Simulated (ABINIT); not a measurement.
**GaN (F-43m): one start, several treatments of the self-energy**

Aim: compare treatments of exchange, screening and correlation for the gap of GaN (F-43m).

Calculated with ABINIT 10.8.3; PBE and many-body steps on it, plane waves.

## 1. The structure

The structure is cubic, space group F-43m (No. 216). The conventional cell has a = 4.507 Å, b = 4.507 Å, c = 4.507 Å, α = 90.00°, β = 90.00°, γ = 90.00°. Ga has 4 N at 1.95 Å nearest. Nearest to N lie 4 Ga at 1.95 Å. Farther neighbours and most contacts between anions are not listed.

The cell and positions are those that the Materials Project relaxed with its own functionals (PBE, PBE+U or r2SCAN), kept fixed. This is not the form that GaN usually takes at ambient conditions.

## 2. Empty states on the mesh, 6×6×6 mesh, 210 bands

This step: ABINIT 10.8.3; DFT, PBE, plane waves, norm-conserving pseudopotentials.

The sums over transitions need many empty states on a uniform mesh; this step solves for them.

run.abi reads:

```
acell 3*1.0 Angstrom
rprim 
  0.000000000000 2.253500607500 2.253500607500
  2.253500607500 0.000000000000 2.253500607500
  2.253500607500 2.253500607500 0.000000000000
ntypat 2
znucl 31 7
natom 2
typat 1 2
xred 
  0.000000000000 0.000000000000 0.000000000000
  0.750000000000 0.750000000000 0.750000000000
pp_dirpath "pseudos"
pseudos "Ga.upf, N.upf"
ecut 36
ngkpt 6 6 6
nshiftk 1
shiftk 0 0 0
kptopt 1
chksymbreak 0
irdden 1
istwfk *1
nband 210
prtvol 0
optdriver 6
gwr_task "HDIAGO"
paral_kgb 0
occopt 1
indata_prefix "in"
outdata_prefix "out"
tmpdata_prefix "tmp"
```

Run with:

```sh
OMP_NUM_THREADS=1 mpirun -n 4 abinit run.abi > log
```

The log of the run:

```text
.Version 10.8.3 of ABINIT. v10.8.2 released Aug 2026.

 Symmetries : space group F-4 3 m (#216); Bravais cF (face-center cubic)
[... echo of the input left out ...]
== DATASET  1 ==================================================================
-   mpi_nproc: 4, omp_nthreads: 1 (-1 if OMP is not activated)

--- !DatasetInfo
iteration_state: {dtset: 1, }
dimensions: {natom: 2, nkpt: 16, mband: 210, nsppol: 1, nspinor: 1, nspden: 1, mpw: 1639, }
cutoff_energies: {ecut:  36.0, pawecutdg:  -1.0, }
[...]
Direct band gap semiconductor
 Fundamental gap:     1.759 (eV)
   VBM:     5.322 (eV) at k: [ 0.0000E+00,  0.0000E+00,  0.0000E+00]
   CBM:     7.081 (eV) at k: [ 0.0000E+00,  0.0000E+00,  0.0000E+00]
 Direct gap:         1.759 (eV) at k: [ 0.0000E+00,  0.0000E+00,  0.0000E+00]

== END DATASET(S) ==============================================================
================================================================================

 -outvars: echo values of variables after computation  --------
           etotal      0.0000000000E+00
            nband         210
             nkpt          16
          spgroup         216
 [... the other variables as echoed above ...]

 Calculation completed.
```

Wall time 8.4 s (4 MPI ranks of AMD EPYC 9R45, shared host); peak memory 0.84 GiB.

Numbers from this step:

- gap: 1.759 eV
- k of the valence top: 0, 0, 0
- k of the conduction bottom: 0, 0, 0
- least direct gap: 1.759 eV
- k points computed: 16
- lowest point of the top converged band, above the valence top: 222.8978 eV

On this mesh the gap is 1.759 eV.

The density comes from a self-consistent run that is not shown.

## 3. Screening, 6×6×6 mesh, 202 bands, screening to 304.8 eV

The RPA dielectric matrix is built and inverted for each q.

This step: RPA screening on PBE, plane waves, norm-conserving pseudopotentials.

Changes to run.abi since step 2:

```diff
@@ -20,10 +20,11 @@
 chksymbreak 0
-irdden 1
 istwfk *1
-nband 210
-prtvol 0
-optdriver 6
-gwr_task "HDIAGO"
-paral_kgb 0
 occopt 1
+irdwfk 1
+optdriver 3
+nband 202
+ecuteps 11.2
+inclvkb 2
+awtr 1
+symchi 1
 indata_prefix "in"
```

The log of the run:

```text
.Version 10.8.3 of ABINIT. v10.8.2 released Aug 2026.

 Symmetries : space group F-4 3 m (#216); Bravais cF (face-center cubic)
[... echo of the input left out ...]
== DATASET  1 ==================================================================
-   mpi_nproc: 4, omp_nthreads: 1 (-1 if OMP is not activated)

--- !DatasetInfo
iteration_state: {dtset: 1, }
dimensions: {natom: 2, nkpt: 16, mband: 202, nsppol: 1, nspinor: 1, nspden: 1, mpw: 1639, }
cutoff_energies: {ecut:  36.0, pawecutdg:  -1.0, }
electrons: {nelect:   1.80000000E+01, charge:   0.00000000E+00, occopt:   1.00000000E+00, tsmear:   1.00000000E-02, }

 SCREENING: Calculation of the susceptibility and dielectric matrices

 Based on a program developped by R.W. Godby, V. Olevano, G. Onida, and L. Reining.
 Incorporated in ABINIT by V. Olevano, G.-M. Rignanese, and M. Torrent.
.Using double precision arithmetic ; gwpc =  8

[... cell and pseudopotentials left out ...]
--------------------------------------------------------------------------------

 ==== K-mesh for the wavefunctions ====
 Number of points in the irreducible wedge :    16
[... list of points left out ...]
 Together with 24 symmetry operations and time-reversal symmetry
 yields   216 points in the full Brillouin Zone.

 ==== Q-mesh for the screening function ====
 Number of points in the irreducible wedge :    16
[... list of points left out ...]
 Together with 24 symmetry operations and time-reversal symmetry
 yields   216 points in the full Brillouin Zone.

 setmesh: FFT mesh size selected  =    25x   25x   25
          total number of points  =        15625

 vcoul_init : cutoff-mode = AUXILIARY_FUNCTION
 q-points for optical limit:   1
     1)      0.000010    0.000020    0.000030

- screening: taking advantage of time-reversal symmetry
- Maximum band index for partially occupied states nbvw = 9
- Remaining bands to be divided among processors   nbcw = 193
- Number of bands treated by each node ~48

 Number of electrons calculated from density =   18.0000; Expected =   18.0000
 average of density, n =  0.116539
 r_s =    1.2700
 omega_plasma =   32.9300 [eV]

 calculating chi0 at frequencies [eV] :
  1    0.000000E+00    0.000000E+00
  2    0.000000E+00    3.293002E+01

--------------------------------------------------------------------------------
  q-point number  1        q = ( 0.000000, 0.000000, 0.000000) [r.l.u.]
--------------------------------------------------------------------------------
[... chi0 elements left out ...]
 For q-point:  0.000010 0.000020 0.000030
  dielectric constant =   6.3907
  dielectric constant without local fields =   6.8924

  Average fulfillment of the sum rule on Im[epsilon] for q-point    1 :    113.91  [%]
[... wings left out ...]
  q-point number  2        q = ( 0.166667, 0.000000, 0.000000) [r.l.u.]
--------------------------------------------------------------------------------
[... chi0 elements left out ...]
  Average fulfillment of the sum rule on Im[epsilon] for q-point    2 :    146.27  [%]

 [... 14 further q-points ...]
```

Run time: 89 s. Hardware: 4 MPI ranks; peak memory 1.4 GiB; 6 min of CPU time.

This step gave:

```yaml
eps_infinity_with_local_fields_on_this_mesh_along_the_program_s_q_direction: 6.391
the_same_without_local_fields: 6.892
plasma_frequency: 32.93 eV
plane_waves_in_the_screening_matrix: 283
```

Local fields lower ε∞ by 7 %.

## 4. G0W0, Godby-Needs plasmon pole

The self-energy is evaluated for the states that the input lists, and the levels follow from it, in one-shot runs by the linearised quasiparticle equation.

This step: G0W0 on PBE, plane waves, norm-conserving pseudopotentials.

Changes to run.abi since step 3:

```diff
@@ -23,8 +23,15 @@
 irdwfk 1
-optdriver 3
+optdriver 4
 nband 202
+gwcalctyp 0
+ecutsigx 36
+symsigma 1
+nkptgw 1
+kptgw 
+  0.0000000000 0.0000000000 0.0000000000
+bdgw 
+  7 13
 ecuteps 11.2
-inclvkb 2
-awtr 1
-symchi 1
+irdscr 1
+ppmodel 1
 indata_prefix "in"
```

The log of the run:

```text
.Version 10.8.3 of ABINIT. v10.8.2 released Aug 2026.

 Symmetries : space group F-4 3 m (#216); Bravais cF (face-center cubic)
[... echo of the input left out ...]
== DATASET  1 ==================================================================
-   mpi_nproc: 4, omp_nthreads: 1 (-1 if OMP is not activated)

--- !DatasetInfo
iteration_state: {dtset: 1, }
dimensions: {natom: 2, nkpt: 16, mband: 202, nsppol: 1, nspinor: 1, nspden: 1, mpw: 1639, }
cutoff_energies: {ecut:  36.0, pawecutdg:  -1.0, }
electrons: {nelect:   1.80000000E+01, charge:   0.00000000E+00, occopt:   1.00000000E+00, tsmear:   1.00000000E-02, }

 SIGMA: Calculation of the GW corrections

 Based on a program developped by R.W. Godby, V. Olevano, G. Onida, and L. Reining.
 Incorporated in ABINIT by V. Olevano, G.-M. Rignanese, and M. Torrent.
.Using double precision arithmetic ; gwpc =  8

[... cell and pseudopotentials left out ...]
--------------------------------------------------------------------------------

 ==== K-mesh for the wavefunctions ====
 Number of points in the irreducible wedge :    16
[... list of points left out ...]
 Together with 24 symmetry operations and time-reversal symmetry
 yields   216 points in the full Brillouin Zone.

 ==== Q-mesh for screening function ====
 Number of points in the irreducible wedge :    16
[... list of points left out ...]
 Together with 24 symmetry operations and time-reversal symmetry
 yields   216 points in the full Brillouin Zone.

 vcoul_init : cutoff-mode = AUXILIARY_FUNCTION
 q-points for optical limit:   1
     1)      0.000010    0.000020    0.000030
 setmesh: FFT mesh size selected  =    36x   36x   36
          total number of points  =        46656

 Number of electrons calculated from density =   18.0000; Expected =   18.0000
 average of density, n =  0.116539
 r_s =    1.2700
 omega_plasma =   32.9300 [eV]

 === KS Band Gaps ===
  >>>> For spin  1
   Minimum direct gap =   1.7587 [eV], located at k-point      :   0.0000  0.0000  0.0000
   Fundamental gap    =   1.7587 [eV], Top of valence bands at :   0.0000  0.0000  0.0000
                                       Bottom of conduction at :   0.0000  0.0000  0.0000
 SIGMA fundamental parameters:
 PLASMON POLE MODEL  1
 number of plane-waves for SigmaX                 1639
 number of plane-waves for SigmaC and W            283
 number of plane-waves for wavefunctions          1639
 number of bands                                   202
 number of independent spin polarizations            1
 number of spinorial components                      1
 number of k-points in IBZ                          16
 number of q-points in IBZ                          16
 number of symmetry operations                      24
 number of k-points in BZ                          216
 number of q-points in BZ                          216
 number of frequencies for dSigma/dE                 9
 frequency step for dSigma/dE [eV]                0.25
 number of omega for Sigma on real axis              0
 max omega for Sigma on real axis  [eV]           0.00
 zcut for avoiding poles [eV]                     0.10

 EPSILON^-1 parameters (SCR file):
 dimension of the eps^-1 matrix on file            283
 dimension of the eps^-1 matrix used               283
 number of plane-waves for wavefunctions          1639
 number of bands                                   202
 number of q-points in IBZ                          16
 number of frequencies                               2
 number of real frequencies                          1
 number of imag frequencies                          1

 matrix elements of self-energy operator (all in [eV])

 Perturbative Calculation

--- !SelfEnergy_ee
iteration_state: {dtset: 1, }
kpoint     : [   0.000,    0.000,    0.000, ]
spin       : 1
KS_gap     :    1.759
QP_gap     :    2.164
Delta_QP_KS:    0.405
data: !SigmaeeData |
     Band     E0 <VxcDFT>   SigX SigC(E0)      Z dSigC/dE  Sig(E)    E-E0       E
        7   5.322 -18.356 -21.281   2.447   0.795  -0.258 -18.737  -0.381   4.941
        8   5.322 -18.356 -21.281   2.447   0.795  -0.258 -18.737  -0.381   4.941
        9   5.322 -18.356 -21.281   2.447   0.795  -0.258 -18.737  -0.381   4.941
       10   7.081 -13.893  -9.985  -3.878   0.820  -0.220 -13.869   0.024   7.105
       11  15.678 -12.135  -7.192  -4.972   0.838  -0.193 -12.159  -0.024  15.654
       12  15.678 -12.135  -7.192  -4.972   0.838  -0.193 -12.159  -0.024  15.654
       13  15.678 -12.135  -7.192  -4.972   0.838  -0.193 -12.159  -0.024  15.654

== END DATASET(S) ==============================================================
================================================================================

 -outvars: echo values of variables after computation  --------
           etotal      0.0000000000E+00
            nband         202
             nkpt          16
          spgroup         216
 [... the other variables as echoed above ...]

 Calculation completed.
```

It took 16 s on 4 MPI ranks; peak memory 1.5 GiB; 62 s of CPU time.

This step gave:

* G0W0 gap on the points computed: 2.164 eV
* starting gap on the mesh: 1.759 eV
* k of the valence top: 0, 0, 0
* k of the conduction bottom: 0, 0, 0
* Z at the valence top: 0.795
* Z at the conduction bottom: 0.82
* least direct G0W0 gap on the computed points: 2.164 eV

The gap on the mesh goes from 1.76 eV to 2.16 eV, a correction of +0.41 eV.

## 5. G0W0, Hybertsen-Louie plasmon pole

Changes to run.abi since step 4:

```diff
@@ -35,3 +35,3 @@
 irdscr 1
-ppmodel 1
+ppmodel 2
 indata_prefix "in"
```

The log of the run:

```text
.Version 10.8.3 of ABINIT. v10.8.2 released Aug 2026.

 Symmetries : space group F-4 3 m (#216); Bravais cF (face-center cubic)
[... echo of the input left out ...]
== DATASET  1 ==================================================================
-   mpi_nproc: 4, omp_nthreads: 1 (-1 if OMP is not activated)

--- !DatasetInfo
iteration_state: {dtset: 1, }
dimensions: {natom: 2, nkpt: 16, mband: 202, nsppol: 1, nspinor: 1, nspden: 1, mpw: 1639, }
cutoff_energies: {ecut:  36.0, pawecutdg:  -1.0, }
electrons: {nelect:   1.80000000E+01, charge:   0.00000000E+00, occopt:   1.00000000E+00, tsmear:   1.00000000E-02, }

 SIGMA: Calculation of the GW corrections

 Based on a program developped by R.W. Godby, V. Olevano, G. Onida, and L. Reining.
 Incorporated in ABINIT by V. Olevano, G.-M. Rignanese, and M. Torrent.
.Using double precision arithmetic ; gwpc =  8

[... cell and pseudopotentials left out ...]
--------------------------------------------------------------------------------

 ==== K-mesh for the wavefunctions ====
 Number of points in the irreducible wedge :    16
[... list of points left out ...]
 Together with 24 symmetry operations and time-reversal symmetry
 yields   216 points in the full Brillouin Zone.

 ==== Q-mesh for screening function ====
 Number of points in the irreducible wedge :    16
[... list of points left out ...]
 Together with 24 symmetry operations and time-reversal symmetry
 yields   216 points in the full Brillouin Zone.

 vcoul_init : cutoff-mode = AUXILIARY_FUNCTION
 q-points for optical limit:   1
     1)      0.000010    0.000020    0.000030
 setmesh: FFT mesh size selected  =    36x   36x   36
          total number of points  =        46656

 Number of electrons calculated from density =   18.0000; Expected =   18.0000
[...]
number of q-points in BZ                          216
 number of frequencies for dSigma/dE                 9
 frequency step for dSigma/dE [eV]                0.25
 number of omega for Sigma on real axis              0
 max omega for Sigma on real axis  [eV]           0.00
 zcut for avoiding poles [eV]                     0.10

 EPSILON^-1 parameters (SCR file):
 dimension of the eps^-1 matrix on file            283
 dimension of the eps^-1 matrix used               283
 number of plane-waves for wavefunctions          1639
 number of bands                                   202
 number of q-points in IBZ                          16
 number of frequencies                               2
 number of real frequencies                          1
 number of imag frequencies                          1

 matrix elements of self-energy operator (all in [eV])

 Perturbative Calculation

--- !SelfEnergy_ee
iteration_state: {dtset: 1, }
kpoint     : [   0.000,    0.000,    0.000, ]
spin       : 1
KS_gap     :    1.759
QP_gap     :    2.413
Delta_QP_KS:    0.655
data: !SigmaeeData |
     Band     E0 <VxcDFT>   SigX SigC(E0)      Z dSigC/dE  Sig(E)    E-E0       E
        7   5.322 -18.356 -21.281   1.673   0.853  -0.172 -19.424  -1.069   4.253
        8   5.322 -18.356 -21.281   1.673   0.853  -0.172 -19.424  -1.069   4.253
        9   5.322 -18.356 -21.281   1.673   0.853  -0.172 -19.424  -1.069   4.253
       10   7.081 -13.893  -9.985  -4.386   0.865  -0.156 -14.307  -0.414   6.667
       11  15.678 -12.135  -7.192  -5.301   0.871  -0.148 -12.446  -0.312  15.366
       12  15.678 -12.135  -7.192  -5.301   0.871  -0.148 -12.446  -0.312  15.366
       13  15.678 -12.135  -7.192  -5.301   0.871  -0.148 -12.446  -0.312  15.366

== END DATASET(S) ==============================================================
================================================================================

 -outvars: echo values of variables after computation  --------
           etotal      0.0000000000E+00
            nband         202
             nkpt          16
          spgroup         216
 [... the other variables as echoed above ...]

 Calculation completed.
```

Elapsed: 16 s, on 4 MPI ranks; peak memory 1.4 GiB; 63 s of CPU time.

Numbers from this step:

* G0W0 gap on the points computed: 2.414 eV
* starting gap on the mesh: 1.759 eV
* k of the valence top: 0, 0, 0
* k of the conduction bottom: 0, 0, 0
* Z at the valence top: 0.853
* Z at the conduction bottom: 0.865
* least direct G0W0 gap on the computed points: 2.414 eV

Against G0W0 in ABINIT (6×6×6 mesh, 202 bands, screening to 304.8 eV, Godby-Needs plasmon pole), the gap moves by +0.250 eV.

## 6. G0W0, von der Linden-Horsch plasmon pole

Changes to run.abi since step 5:

```diff
@@ -35,3 +35,3 @@
 irdscr 1
-ppmodel 2
+ppmodel 3
 indata_prefix "in"
```

The log of the run:

```text
.Version 10.8.3 of ABINIT. v10.8.2 released Aug 2026.

 Symmetries : space group F-4 3 m (#216); Bravais cF (face-center cubic)
[... echo of the input left out ...]
== DATASET  1 ==================================================================
-   mpi_nproc: 4, omp_nthreads: 1 (-1 if OMP is not activated)

--- !DatasetInfo
iteration_state: {dtset: 1, }
dimensions: {natom: 2, nkpt: 16, mband: 202, nsppol: 1, nspinor: 1, nspden: 1, mpw: 1639, }
cutoff_energies: {ecut:  36.0, pawecutdg:  -1.0, }
[...]
11  15.678 -12.135  -7.192  -5.455   0.889  -0.125 -12.590  -0.455  15.223
       12  15.678 -12.135  -7.192  -5.455   0.889  -0.125 -12.590  -0.455  15.223
       13  15.678 -12.135  -7.192  -5.455   0.889  -0.125 -12.590  -0.455  15.223

== END DATASET(S) ==============================================================
================================================================================

 -outvars: echo values of variables after computation  --------
           etotal      0.0000000000E+00
            nband         202
             nkpt          16
          spgroup         216
 [... the other variables as echoed above ...]

 Calculation completed.
```

Run time: 6.4 s. Hardware: 4 MPI ranks; peak memory 1.3 GiB.

Numbers from this step:

```
G0W0 gap on the points computed              : 2.163 eV
starting gap on the mesh                     : 1.759 eV
k of the valence top                         : 0, 0, 0
k of the conduction bottom                   : 0, 0, 0
least direct G0W0 gap on the computed points : 2.163 eV
```

Against G0W0 in ABINIT (6×6×6 mesh, 202 bands, screening to 304.8 eV, Godby-Needs plasmon pole), the gap moves by −0.001 eV.

## 7. G0W0, Engel-Farid plasmon pole

Changes to run.abi since step 6:

```diff
@@ -35,3 +35,3 @@
 irdscr 1
-ppmodel 3
+ppmodel 4
 indata_prefix "in"
```

The log of the run:

```text
.Version 10.8.3 of ABINIT. v10.8.2 released Aug 2026.

 Symmetries : space group F-4 3 m (#216); Bravais cF (face-center cubic)
[... echo of the input left out ...]
== DATASET  1 ==================================================================
-   mpi_nproc: 4, omp_nthreads: 1 (-1 if OMP is not activated)

--- !DatasetInfo
iteration_state: {dtset: 1, }
dimensions: {natom: 2, nkpt: 16, mband: 202, nsppol: 1, nspinor: 1, nspden: 1, mpw: 1639, }
cutoff_energies: {ecut:  36.0, pawecutdg:  -1.0, }
[...]
11  15.678 -12.135  -7.192  -5.147   0.844  -0.185 -12.307  -0.172  15.506
       12  15.678 -12.135  -7.192  -5.147   0.844  -0.185 -12.307  -0.172  15.506
       13  15.678 -12.135  -7.192  -5.147   0.844  -0.185 -12.307  -0.172  15.506

== END DATASET(S) ==============================================================
================================================================================

 -outvars: echo values of variables after computation  --------
           etotal      0.0000000000E+00
            nband         202
             nkpt          16
          spgroup         216
 [... the other variables as echoed above ...]

 Calculation completed.
```

The job ended after 6.2 s (4 MPI ranks; peak memory 1.4 GiB).

Numbers from this step:

```yaml
g0w0_gap_on_the_points_computed: 2.170 eV
starting_gap_on_the_mesh: 1.759 eV
k_of_the_valence_top: 0, 0, 0
k_of_the_conduction_bottom: 0, 0, 0
least_direct_g0w0_gap_on_the_computed_points: 2.170 eV
```

Against G0W0 in ABINIT (6×6×6 mesh, 202 bands, screening to 304.8 eV, Godby-Needs plasmon pole), the gap moves by +0.006 eV.

[end of part 1 of 2]

[Paths, hosts, dates, memory and timing lines, banners, echoed tables and standing remarks are left out of the program output.]

[Logs are printed without paths, hosts, clocks, repeated set-up lines and the standing remarks that a program may print on its own settings, such as how far it seeks lower states.]

[Runs of the session that timed out or met a known fault of the program may be left out.]

[No measured gap is set beside runs whose start may be inverted or whose files or cutoffs have a known fault.]

[Hosts, paths, dates, database ids (printed as entryN), source tags and the programs' standing remarks are cut or masked in the printed files.]

[G0W0 gaps are taken among the corrected bands and points alone; a level outside them can change the order at an edge.]

[Where Ansatz stands beside ABINIT at settings called matched, ABINIT's density can come from a denser mesh and the files from another edition; pairs whose starting gaps differed by over 0.03 eV were left out, so agreement reads better than it is.]
